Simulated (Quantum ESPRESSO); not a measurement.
# Fixed-spin-moment curve of BaFeO3

Wanted: E(M) for BaFeO3 from a parallel start.

Main program and level: Quantum ESPRESSO 7.5; PBEsol with U = 4.5 eV on Fe d (ortho-atomic projectors); plane waves with GBRV 1.5 PBEsol potentials, no spin-orbit coupling.

Most raw output is cut from this account.

## 1. The structure

The structure is cubic, space group Pm-3m (No. 221). The conventional cell has a = 3.952 Å, b = 3.952 Å, c = 3.952 Å, α = 90.00°, β = 90.00°, γ = 90.00°. Nearest to Ba lie 12 O at 2.79 Å. Fe has 6 O at 1.98 Å nearest. O has 2 Fe at 1.98 Å and 4 Ba at 2.79 Å nearest. Farther neighbours and most contacts between anions are not listed.

The cell comes from Materials Project 2023-11-01, a database of computed structures, and need not be the stable phase.

## 2. The free run

Input file pw.in:

```
&CONTROL
  calculation = 'scf'
  prefix = 'pwscf'
  outdir = './tmp'
  pseudo_dir = './pseudo'
  disk_io = 'nowf'
/
&SYSTEM
  ibrav = 0
  nat = 5
  ntyp = 3
  ecutwfc = 40
  ecutrho = 280
  nbnd = 33
  occupations = 'smearing'
  smearing = 'fd'
  degauss = 0.00734986
  nspin = 2
  starting_magnetization(1) = 0
  starting_magnetization(2) = 0.25
  starting_magnetization(3) = 0
/
&ELECTRONS
  conv_thr = 1d-08
  electron_maxstep = 150
  mixing_beta = 0.3
/
ATOMIC_SPECIES
Ba    137.3270 ba_pbesol_v1.uspp.F.UPF
Fe     55.8450 fe_pbesol_v1.5.uspp.F.UPF
O      15.9990 o_pbesol_v1.2.uspp.F.UPF
CELL_PARAMETERS angstrom
   3.9515666733    0.0000000000    0.0000000000
   0.0000000000    3.9515666733    0.0000000000
   0.0000000000    0.0000000000    3.9515666733
ATOMIC_POSITIONS crystal
Ba      0.0000000000    0.0000000000    0.0000000000
Fe      0.5000000000    0.5000000000    0.5000000000
O       0.0000000000    0.5000000000    0.5000000000
O       0.5000000000    0.0000000000    0.5000000000
O       0.5000000000    0.5000000000    0.0000000000
K_POINTS automatic
6 6 6 0 0 0
HUBBARD {ortho-atomic}
U Fe-3d 4.5000
```

Run with:

```console
$ OMP_NUM_THREADS=1 mpirun -n 2 pw.x -nk 2 -in pw.in > pw.out
```

Wall time 27 s (2 MPI ranks of Arm Neoverse V1, shared host); peak memory 0.38 GiB; 55 s of CPU time.

Spin moment in the atom's sphere by atom:

| atom | spin moment in the atom's sphere (μB) |
| --- | --- |
| Ba1 | 0.01 |
| Fe2 | 3.63 |
| O3 | 0.06 |
| O4 | 0.06 |
| O5 | 0.06 |

Read from the output:

```yaml
smearing_term_ts: 0.05305 eV
magnetization: 4.149 μB
absolute_magnetization: 4.381 μB
final_state: ferromagnetic
```

## 3. Moment fixed at 0 μB

The two spin channels are filled to separate Fermi energies, so that the total moment meets the target. Half of the up one less the down one is the slope dE/dM.

pw.in, as its differences from that of step 2:

```diff
@@ -13,3 +13,3 @@
   ecutrho = 280
-  nbnd = 33
+  nbnd = 34
   occupations = 'smearing'
@@ -19,4 +19,5 @@
   starting_magnetization(1) = 0
-  starting_magnetization(2) = 0.25
+  starting_magnetization(2) = 0.0125
   starting_magnetization(3) = 0
+  tot_magnetization = 0
 /
```

Wall time 39 s (2 MPI ranks); peak memory 0.41 GiB.

Read from the output:

```yaml
magnetization: 0 μB
absolute_magnetization: 0 μB
half_the_difference_of_the_two_fermi_energies: -0.1 meV
largest_moment: 0 μB
```

## 4. Moment fixed at 0.934 μB

pw.in, as its differences from that of step 3:

```diff
@@ -19,5 +19,5 @@
   starting_magnetization(1) = 0
-  starting_magnetization(2) = 0.0125
+  starting_magnetization(2) = 0.0584
   starting_magnetization(3) = 0
-  tot_magnetization = 0
+  tot_magnetization = 0.934
 /
```

Run time: 33 s. Hardware: 2 MPI ranks; peak memory 0.25 GiB; 66 s of CPU time.

Spin moment in the atom's sphere by atom:

| atom | spin moment in the atom's sphere (μB) |
| --- | --- |
| Ba1 | 0.006 |
| Fe2 | 0.992 |
| O3 | -0.041 |
| O4 | -0.041 |
| O5 | -0.041 |

Read from the output:

```
magnetization                                 : 0.934 μB
absolute magnetization                        : 1.274 μB
half the difference of the two Fermi energies : -373 meV
```

## 5. Moment fixed at 1.867 μB

pw.in, as its differences from that of step 4:

```diff
@@ -13,3 +13,3 @@
   ecutrho = 280
-  nbnd = 34
+  nbnd = 35
   occupations = 'smearing'
@@ -19,5 +19,5 @@
   starting_magnetization(1) = 0
-  starting_magnetization(2) = 0.0584
+  starting_magnetization(2) = 0.1167
   starting_magnetization(3) = 0
-  tot_magnetization = 0.934
+  tot_magnetization = 1.867
 /
```

Elapsed: 33 s, on 2 MPI ranks; peak memory 0.41 GiB.

Read from the output:

| Item | Value |
| --- | --- |
| magnetization | 1.867 μB |
| absolute magnetization | 3.364 μB |
| half the difference of the two Fermi energies | -969 meV |
| largest moment | 2.410 μB |

## 6. The curve

The runs not shown differ in the target, the start and the number of states alone. The point at 4.15 μB is the free run, entered with slope zero.

Table of energy over the lowest by total spin moment:

| total spin moment (μB a cell) | energy over the lowest (meV a cell) |
| --- | --- |
| 0.00 | 2673 |
| 0.93 | 2452 |
| 1.87 | 1847 |
| 2.80 | 964 |
| 3.73 | 174 |
| 4.15 | 0 |
| 4.67 | 53.9 |
| 5.60 | 499 |

dE/dM against total spin moment:

| total spin moment (μB a cell) | dE/dM (meV/μB) |
| --- | --- |
| 0.00 | -0.125 |
| 0.93 | -373 |
| 1.87 | -969 |
| 2.80 | -893 |
| 3.73 | -729 |
| 4.15 | 0 |
| 4.67 | 217 |
| 5.60 | 677 |

The largest site moment by total spin moment:

| total spin moment (μB a cell) | largest site moment (μB) |
| --- | --- |
| 0.00 | 2.9e-4 |
| 0.93 | 0.992 |
| 1.87 | 2.41 |
| 2.80 | 3.00 |
| 3.73 | 3.51 |
| 4.15 | 3.63 |
| 4.67 | 3.68 |
| 5.60 | 3.88 |

## 7. Outcome

| Property | Result |
| --- | --- |
| moment of the free run | 4.15 μB a cell |
| energy at zero total moment | 2673 meV a cell over the lowest |
| ΔE/ΔM² from the lowest point to 4.67 and to 3.73 μB | 200 and 1010 meV/μB² |

In words: At zero total moment the site moments vanish, so the 2673 meV a cell is the energy of forming them, the change of the Hubbard energy included. The points show one minimum alone. The cell holds one seeded atom, so opposed orders, which may lie lower, cannot form in it. Energies are free energies at an electronic temperature of 1160 K, which lowers moments and differences where the moments are itinerant. The smearing term is large for its width, so states at the Fermi level are partly filled: at this level the cell is a metal or has a gap of a few widths at most.

[Logs and program files are shortened in this print: banners, set-up blocks, solver, clock and traceback lines can be left out without a mark of their own.]

[Logs are printed without paths, hosts, clocks, repeated set-up lines and the standing remarks that a program may print on its own settings, such as how far it seeks lower states.]

[Hosts, paths, dates, database ids (printed as entryN), source tags and the programs' standing remarks are cut or masked in the printed files.]

[Where a cell is said to come from a database of computed structures, the database is the Materials Project.]
